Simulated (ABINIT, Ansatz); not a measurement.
Planning a run of ABINIT 10.8.3 on PtS2 (P-3m1). The input:

```
acell 3*1.0 Angstrom
rprim 
  3.548742189349 0.000000000014 0.000000000000
  -1.774371094686 3.073300887451 0.000000000000
  0.000000000000 0.000000000000 5.597066540000
ntypat 2
znucl 78 16
natom 3
typat 1 2 2
xred 
  0.000000000000 0.000000000000 0.000000000000
  0.666666666667 0.333333333333 0.779664060000
  0.333333333333 0.666666666667 0.220335940000
pp_dirpath "pseudos"
pseudos "Pt.upf, S.upf"
ecut 34
ngkpt 6 6 4
nshiftk 1
shiftk 0.11 0.21 0.31
kptopt 3
chksymbreak 0
istwfk *1
occopt 1
irdwfk 1
optdriver 99
bs_calctype 1
mbpt_sciss 1.093 eV
bs_loband 9
nband 19
bs_exchange_term 1
bs_coulomb_term 21
bs_coupling 0
bs_algorithm 2
bs_freq_mesh 0 8 0.05 eV
zcut 0.15 eV
ecuteps 3
ecutwfn 17
inclvkb 2
mdf_epsinf 11.66
irdden 1
bs_haydock_niter 300
bs_haydock_tol -0.02 0
indata_prefix "in"
outdata_prefix "out"
tmpdata_prefix "tmp"
```

```sh
OMP_NUM_THREADS=1 mpirun -n 4 abinit run.abi > log
```

How long will it take on 4 MPI ranks of Arm Neoverse V1, shared host, and how much memory?

It took 3.5 min; on shared hardware allow 1.7 min to 7 min. Peak host memory was 1.4 GiB.

The kernel grows as the square of the matrix size, and full diagonalisation as its cube.

[Paths, hosts, dates, memory and timing lines, banners, echoed tables and standing remarks are left out of the program output.]

[Logs are printed without paths, hosts, clocks, repeated set-up lines and the standing remarks that a program may print on its own settings, such as how far it seeks lower states.]

[Runs of the session that timed out or met a known fault of the program may be left out.]

[Hosts, paths, dates, database ids (printed as entryN), source tags and the programs' standing remarks are cut or masked in the printed files.]

[G0W0 gaps are taken among the corrected bands and points alone; a level outside them can change the order at an edge.]

[Where Ansatz stands beside ABINIT at settings called matched, ABINIT's density can come from a denser mesh and the files from another edition; pairs whose starting gaps differed by over 0.03 eV were left out, so agreement reads better than it is.]
